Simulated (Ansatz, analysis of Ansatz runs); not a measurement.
# A hop of O in ZnWO4 (P2/c), charge +2

Aim: the barrier of one jump in ZnWO4 (P2/c) at charge +2: V_O hop (2.7 Å). The model is a cell of 48 host atoms with 1 O taken out; O is the atom that moves.

Calculated with Ansatz 0.2.0; plane-wave PAW DFT, PBEsol; nudged elastic band between two relaxed defect structures at fixed charge in a uniform background.

### Step 1. Set-up

The cell holds 47 atoms: 8 Zn, 8 W and 31 O. Its edges and angles: a = 8.887 Å, b = 8.834 Å, c = 8.887 Å, α = 116.5°, β = 100.0°, γ = 112.7°. It derives from ZnWO4 (space group P2/c). Nearest the centre at fractional (0.437, 0.375, 0.562): O44 at 1.37 Å, Zn5 at 1.72 Å, Zn1 at 2.47 Å, Zn4 at 2.47 Å, O37 at 2.48 Å, O34 at 2.48 Å, O25 at 2.54 Å, O32 at 2.55 Å. The cell carries charge +2.

The cell's shortest repeat is 8.8 Å.

### Step 2. Relaxation of the start point, charge +2

A barrier is counted from a minimum, so both ends are relaxed first. Small random displacements break the symmetry of the ideal sites, so that the defect can distort if it gains by it. The charge of +2 is set by the electron count, and a uniform background keeps the cell neutral.

qp2_c48k1s.start/input.yaml reads:

```yaml
crystal:
  lattice:
    - [-4.71562392, 5.71544882, 4.90712526]
    - [4.61509776, -5.71544882, 4.90733612]
    - [4.71562392, 5.71544882, -4.90712526]
  atoms:
    - { symbol: Zn, position: [0.21393619, 0.125, 0.58893619] }
    - { symbol: Zn, position: [0.21393619, 0.625, 0.08893619] }
    - { symbol: Zn, position: [0.71393619, 0.125, 0.08893619] }
    - { symbol: Zn, position: [0.71393619, 0.625, 0.58893619] }
    - { symbol: Zn, position: [0.28606381, 0.375, 0.41106381] }
    - { symbol: Zn, position: [0.28606381, 0.875, 0.91106381] }
    - { symbol: Zn, position: [0.78606381, 0.375, 0.91106381] }
    - { symbol: Zn, position: [0.78606381, 0.875, 0.41106381] }
    - { symbol: W, position: [0.46568801, 0.375, 0.09068801] }
    - { symbol: W, position: [0.46568801, 0.875, 0.59068801] }
    - { symbol: W, position: [0.96568801, 0.375, 0.59068801] }
    - { symbol: W, position: [0.96568801, 0.875, 0.09068801] }
    - { symbol: W, position: [0.03431199, 0.125, 0.90931199] }
    - { symbol: W, position: [0.03431199, 0.625, 0.40931199] }
    - { symbol: W, position: [0.53431199, 0.125, 0.40931199] }
    - { symbol: W, position: [0.53431199, 0.625, 0.90931199] }
    - { symbol: O, position: [0.08546957, 0.42410694, 0.44439683] }
    - { symbol: O, position: [0.08546957, 0.92410694, 0.94439683] }
    - { symbol: O, position: [0.58546957, 0.42410694, 0.94439683] }
    - { symbol: O, position: [0.58546957, 0.92410694, 0.44439683] }
    - { symbol: O, position: [0.2702899, 0.32589306, 0.16136263] }
    - { symbol: O, position: [0.2702899, 0.82589306, 0.66136263] }
    - { symbol: O, position: [0.7702899, 0.32589306, 0.66136263] }
    - { symbol: O, position: [0.7702899, 0.82589306, 0.16136263] }
    - { symbol: O, position: [0.41453043, 0.07589306, 0.55560317] }
    - { symbol: O, position: [0.41453043, 0.57589306, 0.05560317] }
    - { symbol: O, position: [0.91453043, 0.07589306, 0.05560317] }
    - { symbol: O, position: [0.91453043, 0.57589306, 0.55560317] }
    - { symbol: O, position: [0.2297101, 0.17410694, 0.83863737] }
    - { symbol: O, position: [0.2297101, 0.67410694, 0.33863737] }
    - { symbol: O, position: [0.7297101, 0.17410694, 0.33863737] }
    - { symbol: O, position: [0.7297101, 0.67410694, 0.83863737] }
    - { symbol: O, position: [0.48654549, 0.16979584, 0.05933621] }
    - { symbol: O, position: [0.48654549, 0.66979584, 0.55933621] }
    - { symbol: O, position: [0.98654549, 0.16979584, 0.55933621] }
    - { symbol: O, position: [0.98654549, 0.66979584, 0.05933621] }
    - { symbol: O, position: [0.13954038, 0.08020416, 0.31674965] }
    - { symbol: O, position: [0.13954038, 0.58020416, 0.81674965] }
    - { symbol: O, position: [0.63954038, 0.08020416, 0.81674965] }
    - { symbol: O, position: [0.63954038, 0.58020416, 0.31674965] }
    - { symbol: O, position: [0.01345451, 0.33020416, 0.94066379] }
    - { symbol: O, position: [0.01345451, 0.83020416, 0.44066379] }
    - { symbol: O, position: [0.51345451, 0.83020416, 0.94066379] }
    - { symbol: O, position: [0.36045962, 0.41979584, 0.68325035] }
    - { symbol: O, position: [0.36045962, 0.91979584, 0.18325035] }
    - { symbol: O, position: [0.86045962, 0.41979584, 0.18325035] }
    - { symbol: O, position: [0.86045962, 0.91979584, 0.68325035] }
total_charge: 2
basis:
  ecutwfc: 420
  xc_grid: 2
hamiltonian:
  xc: pbesol
kpoints:
  mp_grid: { grid: [1, 1, 1], shift: [0.25, 0.25, 0.25] }
scf:
  occupations: { method: fixed }
  max_iter: 120
output:
  forces: true
relax:
  f_tol: 0.02
  max_steps: 70
  random_displacement: { amplitude: 0.03, seed: 3199 }
```

On the command line:

```sh
> ansatz run input.yaml --threads 32 --pin off --max-ram 84787MiB --backend cuda --events-out ev --progress --plain --runs-dir out --max-vram 78GiB
```

Numbers of over 12 decimals in the logs are rounded to 6 here.

The program printed:

```text
[... repeated set-up lines and file paths are left out, and long positions are rounded to six places ...]
The last accepted step is kept in <dir> (removed where the run ends without a failure and the disk answers)
Engine: ansatz 0.2.0, aarch64-unknown-linux-gnu
Pseudopotentials: kind: paw
Pseudopotential: Zn, paw, valence charge 12, recommended cutoff 420 eV (normal), Zn.paw.azcp
Pseudopotential: W, paw, valence charge 14, recommended cutoff 420 eV (normal), W.paw.azcp
Pseudopotential: O, paw, valence charge 6, recommended cutoff 420 eV (normal), O.paw.azcp
Functional definition: PBEsol
  exchange = pbesol_x
  correlation = pbesol_c
[...]
Crystal: 47 atoms, lattice volume = 523.398 Å³
Basis set: ecut = 420 eV, 10245 PW (Γ), exchange–correlation on 120×120×120 points (8 copies of the dense FFT grid, shifted against one another)
Bands: 243, of which v1, the nominal top of the filled ones, is band 196 counted from 1 (195 counted from 0)
Symmetry: 1 space group operations
k-points: 1
Non-local potential: Zn, projectors of the file, l = 0: 2, l = 1: 2, l = 2: 3, l = 3: 1
Non-local potential: W, projectors of the file, l = 0: 3, l = 1: 2, l = 2: 2, l = 3: 1
Non-local potential: O, projectors of the file, l = 0: 2, l = 1: 2, l = 2: 1
PAW form: soft (Blöchl's): semilocal exchange-correlation on the pseudo side does not see the compensation charge
PAW frozen core: Zn, regenerated for the run's functional, and the local potential with it (the file was generated under x = pbe(κ = 0.804, μ = 0.219515), c = pbe(β = 0.066725))
PAW frozen core: W, regenerated for the run's functional, and the local potential with it (the file was generated under x = pbe(κ = 0.804, μ = 0.219515), c = pbe(β = 0.066725))
PAW frozen core: O, regenerated for the run's functional, and the local potential with it (the file was generated under x = pbe(κ = 0.804, μ = 0.219515), c = pbe(β = 0.066725))
PAW one-centre angular grid: Zn, 590 points (default); XC on 64 Gauss nodes
PAW one-centre angular grid: W, 590 points (default); XC on 64 Gauss nodes
PAW one-centre angular grid: O, 110 points (default); XC on 64 Gauss nodes
Initial density: superposition of atomic densities (neutral atoms scaled as one to the charged cell's electrons: chi_scale 0, normalization atom), corrected by the library's trained network
Initial wavefunctions: pseudopotential atomic-orbital guess
[...]
Functional: x = pbesol(κ = 0.804, μ = 0.123457), c = pbesol(β = 0.046)
SCF iter   1: F=—  HF=-125717.598852 eV  |F-HF|=—  |Δ(HF+E_count)|=         —  Δρ=2.13e-2  dr2=4.47e0  ethr=1.77e-3  ⟨swp⟩=5.0  Hψ=759  notcnv=0  defer=45
preconditioner: auto → Resta (q_TF=auto, 2.600 Å⁻¹)  ε∞=7.5  [insulator: Δε(μ)=2.063 eV  Ē_g=11.526 eV  n_scr=158 (ndim 8)  ℏωp=29.4 eV  f_vac=0.026  ε∞_Penn≈7.5]
SCF iter   2: F=—  HF=-125716.731025 eV  |F-HF|=—  |Δ(HF+E_count)|=   8.68e-1  Δρ=8.38e-3  dr2=8.89e-1  ethr=1.14e-3  ⟨swp⟩=3.0  Hψ=391  notcnv=0  defer=44
[...]
SCF iter  10: F=-125716.482675 eV  HF=-125716.482680 eV  |F-HF|=5.36e-6  |Δ(HF+E_count)|=   3.88e-6  Δρ=4.18e-5  dr2=8.90e-6  ethr=2.55e-9  ⟨swp⟩=4.0  Hψ=772  notcnv=0
SCF 1 converged in 10 iterations: F = -125716.482675 eV  dr2 = 8.90e-6
  greatest PAW one-centre occupation: 1.000 electrons in one spin orbital (limit 2), on the W atom at site 9 (counted from 0), in its partial waves of l = 0
relax step   1: F+E_penalty+E_count = -125716.48267485 eV  Δ(F+E_penalty+E_count) = +0.000e0 eV  max|allowed force component| = 3.596e0 eV/Å  Δτ_max = 0.0000 Å  (10 SCF iters, dr2 threshold 1.00e-5 eV, accepted)
[...]
iter 1 solved again at ethr=1.30e-4 eV; its pass at ethr=3.10e-3 eV (dr2=5.12e-1 eV) is discarded
SCF iter   1: F=—  HF=-125718.355401 eV  |F-HF|=—  |Δ(HF+E_count)|=         —  Δρ=1.35e-2  dr2=4.89e-1  ethr=1.30e-4  ⟨swp⟩=2.0  Hψ=788  notcnv=0  defer=44
SCF iter   2: F=—  HF=-125718.224633 eV  |F-HF|=—  |Δ(HF+E_count)|=   1.31e-1  Δρ=6.44e-3  dr2=1.11e-1  ethr=1.25e-4  ⟨swp⟩=3.0  Hψ=396  notcnv=0  defer=45
[...]
SCF 2 converged in 7 iterations: F = -125718.188160 eV  dr2 = 1.99e-5
[...]
SCF 3 converged in 7 iterations: F = -125718.905035 eV  dr2 = 3.31e-5
[...]
SCF 4 converged in 8 iterations: F = -125719.186441 eV  dr2 = 3.77e-5
[...]
SCF 5 converged in 7 iterations: F = -125719.297505 eV  dr2 = 6.68e-6
[...]
SCF 6 converged in 6 iterations: F = -125719.312271 eV  dr2 = 2.86e-6
[...]
SCF 7 converged in 8 iterations: F = -125719.314915 eV  dr2 = 3.56e-7
[...]
SCF 8 converged in 9 iterations: F = -125719.317573 eV  dr2 = 8.97e-9
[...]
SCF 9 converged in 6 iterations: F = -125719.317800 eV  dr2 = 8.86e-8
[...]
SCF converged after 6 iterations
[...]
[... 2 atoms left out ...]
  atom  37  O     -0.00106383    -0.00063312    -0.00258597
  [... 6 atoms left out ...]
  atom  44  O      0.00339299     0.00237422     0.00003475
  [... 3 atoms left out ...]
  max |Σ_I F_I| component: 1.59e-4 eV/Å
--- Relaxed structure (9 steps of the walk, 9 accepted, 0 SCFs on fresh bases) ---
  F+E_penalty+E_count = -125719.31780018 eV   max|allowed force component| = 4.508e-3 eV/Å
  atoms:
    - { symbol: Zn, position: [0.221247, 0.132537, 0.593086] }
    - { symbol: Zn, position: [0.208423, 0.619117, 0.083887] }
    [... 1 atom left out ...]
    - { symbol: Zn, position: [0.730440, 0.657850, 0.607028] }
    - { symbol: Zn, position: [0.268698, 0.374275, 0.405785] }
    [... 9 atoms left out ...]
    - { symbol: W, position: [0.549521, 0.070186, 0.408059] }
    - { symbol: W, position: [0.534818, 0.624202, 0.907209] }
    [... 8 atoms left out ...]
    - { symbol: O, position: [0.419647, 0.073586, 0.553432] }
    [... 6 atoms left out ...]
    - { symbol: O, position: [0.731949, 0.675512, 0.836373] }
    [... 1 atom left out ...]
    - { symbol: O, position: [0.484620, 0.662314, 0.561363] }
    [... 2 atoms left out ...]
    - { symbol: O, position: [0.147552, 0.086470, 0.316294] }
    [... 6 atoms left out ...]
    - { symbol: O, position: [0.366841, 0.417516, 0.675288] }
    [... 3 atoms left out ...]
```

It took 4 s on 1 × NVIDIA GB200 with 32 threads of Arm Neoverse V2, shared host; peak memory 1.1 GiB; 19 s of CPU time.

Relaxation path:

| step | energy less that of the first step (eV) | largest force component (eV/Å) |
| --- | --- | --- |
| 1 | 0.0000 | 3.5957 |
| 2 | -1.7055 | 2.5738 |
| 3 | -2.4224 | 1.3588 |
| 4 | -2.7038 | 1.6438 |
| 5 | -2.8148 | 0.3966 |
| 6 | -2.8296 | 0.0832 |
| 7 | -2.8322 | 0.0618 |
| 8 | -2.8349 | 0.0202 |
| 9 | -2.8351 | 0.0045 |

The atoms that moved most (Å, from the sites as typed, ahead of the random displacement, the mean shift of all atoms taken out):

| atom | dx | dy | dz | length |
| --- | --- | --- | --- | --- |
| W15 | -0.327 | 0.393 | -0.190 | 0.545 |
| O20 | -0.215 | 0.098 | -0.069 | 0.246 |
| Zn8 | -0.155 | 0.142 | 0.080 | 0.225 |
| Zn4 | 0.162 | 0.010 | 0.152 | 0.222 |
| W10 | 0.051 | 0.024 | -0.188 | 0.197 |
| Zn5 | 0.057 | -0.126 | -0.064 | 0.152 |
| O23 | 0.003 | -0.132 | -0.036 | 0.137 |
| Zn6 | 0.113 | 0.060 | -0.036 | 0.133 |

Neighbours of O44 at the end:

| atom | distance (Å) |
| --- | --- |
| W16 | 1.813 |
| Zn1 | 2.015 |
| Zn5 | 2.202 |
| O34 | 2.714 |
| O32 | 2.746 |
| O37 | 2.768 |
| O19 | 2.787 |
| O43 | 2.837 |
| O26 | 2.878 |

This step gave:

```
free energy                                                                                       : -125719.3178 eV
r.m.s. move of the farther half of the atoms                                                      : 0.1022 Å
largest move from the ideal geometry of this structure, a common shift of the far atoms taken out : 0.5461 Å
```

The relaxation gained 2.835 eV and ended with a largest force component of 0.0045 eV/Å.

### Step 3. Relaxation of the end point, charge +2

The end point is relaxed in the same cell and settings, so that the two energies compare. Atoms more than 3.2 Å from the middle of the hop start where the first relaxation left them, the nearer ones on or close to their ideal places, with small random displacements.

qp2_c48k1s.end/input.yaml reads:

```yaml
crystal:
  lattice:
    - [-4.71562392, 5.71544882, 4.90712526]
    - [4.61509776, -5.71544882, 4.90733612]
    - [4.71562392, 5.71544882, -4.90712526]
  atoms:
    - { symbol: Zn, position: [0.21393619, 0.125, 0.58893619] }
    - { symbol: Zn, position: [0.20834922, 0.61937834, 0.08402043] }
[... 1 atom line left out ...]
    - { symbol: Zn, position: [0.71393619, 0.625, 0.58893619] }
    - { symbol: Zn, position: [0.28606381, 0.375, 0.41106381] }
[... 9 atom lines left out ...]
    - { symbol: W, position: [0.53431199, 0.125, 0.40931199] }
    - { symbol: W, position: [0.53431199, 0.625, 0.90931199] }
[... 2 atom lines left out ...]
    - { symbol: O, position: [0.58546957, 0.42410694, 0.94439683] }
[... 3 atom lines left out ...]
    - { symbol: O, position: [0.7702899, 0.32589306, 0.66136263] }
[... 1 atom line left out ...]
    - { symbol: O, position: [0.41453043, 0.07589306, 0.55560317] }
[... 6 atom lines left out ...]
    - { symbol: O, position: [0.7297101, 0.67410694, 0.83863737] }
[... 1 atom line left out ...]
    - { symbol: O, position: [0.48654549, 0.66979584, 0.55933621] }
[... 2 atom lines left out ...]
    - { symbol: O, position: [0.13954038, 0.08020416, 0.31674965] }
[... 6 atom lines left out ...]
    - { symbol: O, position: [0.513277, 0.329796, 0.440409] }
[... 2 atom lines left out ...]
    - { symbol: O, position: [0.86713728, 0.93472977, 0.68348585] }
total_charge: 2
basis:
  ecutwfc: 420
  xc_grid: 2
hamiltonian:
  xc: pbesol
kpoints:
  mp_grid: { grid: [1, 1, 1], shift: [0.25, 0.25, 0.25] }
scf:
  occupations: { method: fixed }
  max_iter: 120
output:
  forces: true
relax:
  f_tol: 0.02
  max_steps: 70
  random_displacement: { amplitude: 0.01, seed: 3199 }
```

The program printed:

```text
[...]
Crystal: 47 atoms, lattice volume = 523.398 Å³
Basis set: ecut = 420 eV, 10245 PW (Γ), exchange–correlation on 120×120×120 points (8 copies of the dense FFT grid, shifted against one another)
Bands: 243, of which v1, the nominal top of the filled ones, is band 196 counted from 1 (195 counted from 0)
Symmetry: 1 space group operations
k-points: 1
[...]
SCF iter   1: F=—  HF=-125716.473619 eV  |F-HF|=—  |Δ(HF+E_count)|=         —  Δρ=2.13e-2  dr2=4.32e0  ethr=1.77e-3  ⟨swp⟩=5.0  Hψ=916  notcnv=0  defer=45
[...]
SCF iter   2: F=—  HF=-125715.637845 eV  |F-HF|=—  |Δ(HF+E_count)|=   8.36e-1  Δρ=8.46e-3  dr2=8.85e-1  ethr=1.10e-3  ⟨swp⟩=3.0  Hψ=397  notcnv=0  defer=44
[...]
SCF iter  11: F=-125715.398704 eV  HF=-125715.398704 eV  |F-HF|=1.69e-7  |Δ(HF+E_count)|=   1.65e-6  Δρ=1.54e-5  dr2=1.52e-6  ethr=2.55e-9  ⟨swp⟩=4.0  Hψ=642  notcnv=0
[...]
[... 6 atoms left out ...]
  atom  44  O      0.00134974     0.00027956     0.00116715
  [... 3 atoms left out ...]
  max |Σ_I F_I| component: 9.12e-5 eV/Å
--- Relaxed structure (9 steps of the walk, 8 accepted, 0 SCFs on fresh bases) ---
  F+E_penalty+E_count = -125719.31776581 eV   max|allowed force component| = 1.125e-2 eV/Å
  atoms:
    - { symbol: Zn, position: [0.198874, 0.092378, 0.571963] }
    - { symbol: Zn, position: [0.210282, 0.628207, 0.088795] }
    [... 1 atom left out ...]
    - { symbol: Zn, position: [0.710146, 0.617635, 0.588067] }
    - { symbol: Zn, position: [0.281186, 0.375794, 0.393755] }
    [... 9 atoms left out ...]
    - { symbol: W, position: [0.532704, 0.125940, 0.409986] }
    - { symbol: W, position: [0.587548, 0.679977, 0.978715] }
    [... 8 atoms left out ...]
    - { symbol: O, position: [0.410568, 0.074674, 0.555856] }
    [... 6 atoms left out ...]
    - { symbol: O, position: [0.729671, 0.676695, 0.845567] }
    [... 1 atom left out ...]
    - { symbol: O, position: [0.479514, 0.663709, 0.560466] }
    [... 2 atoms left out ...]
    - { symbol: O, position: [0.148787, 0.087916, 0.321743] }
    [... 6 atoms left out ...]
    - { symbol: O, position: [0.507489, 0.332629, 0.448671] }
    [... 3 atoms left out ...]
[key lines of the parts left out:]
SCF converged after 7 iterations
```

Elapsed: 4.1 s, on 1 × NVIDIA GB200 with 32 threads; peak memory 1.1 GiB; 20 s of CPU time.

The steps of the relaxation:

| step | energy less that of the first step (eV) | largest force component (eV/Å) |
| --- | --- | --- |
| 1 | 0.0000 | 4.8316 |
| 2 | -2.5714 | 2.4746 |
| 3 | -3.4462 | 1.3112 |
| 4 | -3.7300 | 1.4312 |
| 5 | -3.8833 | 0.5779 |
| 6 | -3.9032 | 0.1424 |
| 7 | -3.8044 | 0.5019 |
| 8 | -3.9185 | 0.0386 |
| 9 | -3.9191 | 0.0113 |

Relaxation step 7 was tried and not accepted.

The atoms that moved most (Å, from the sites as typed, ahead of the random displacement):

| atom | dx | dy | dz | length |
| --- | --- | --- | --- | --- |
| W16 | 0.331 | 0.387 | 0.190 | 0.543 |
| Zn8 | 0.314 | -0.005 | -0.164 | 0.355 |
| O20 | 0.225 | -0.116 | 0.047 | 0.258 |
| O24 | 0.225 | 0.105 | 0.047 | 0.253 |
| Zn6 | -0.220 | -0.005 | 0.071 | 0.231 |
| Zn1 | -0.158 | 0.003 | -0.151 | 0.219 |
| O42 | -0.044 | -0.099 | -0.173 | 0.204 |
| O47 | -0.044 | 0.089 | -0.174 | 0.200 |

Neighbours of O44 at the end:

| atom | distance (Å) |
| --- | --- |
| W15 | 1.813 |
| Zn4 | 2.015 |
| Zn5 | 2.202 |
| O37 | 2.714 |
| O25 | 2.747 |
| O34 | 2.768 |
| O23 | 2.788 |
| O45 | 2.837 |
| O31 | 2.878 |

This step gave:

```
free energy                                                                                       : -125719.3178 eV
r.m.s. move of the farther half of the atoms                                                      : 0.1018 Å
largest move from the ideal geometry of this structure, a common shift of the far atoms taken out : 0.5460 Å
```

The relaxation gained 3.919 eV and ended with a largest force component of 0.011 eV/Å. The end lies within 1 meV of the start.

(Part 1 of 2 ends here.)

[Logs are printed without paths, hosts, clocks, repeated set-up lines and the standing remarks that a program may print on its own settings, such as how far it seeks lower states.]

[Hosts, paths, dates, database ids (printed as entryN), source tags and the programs' standing remarks are cut or masked in the printed files.]
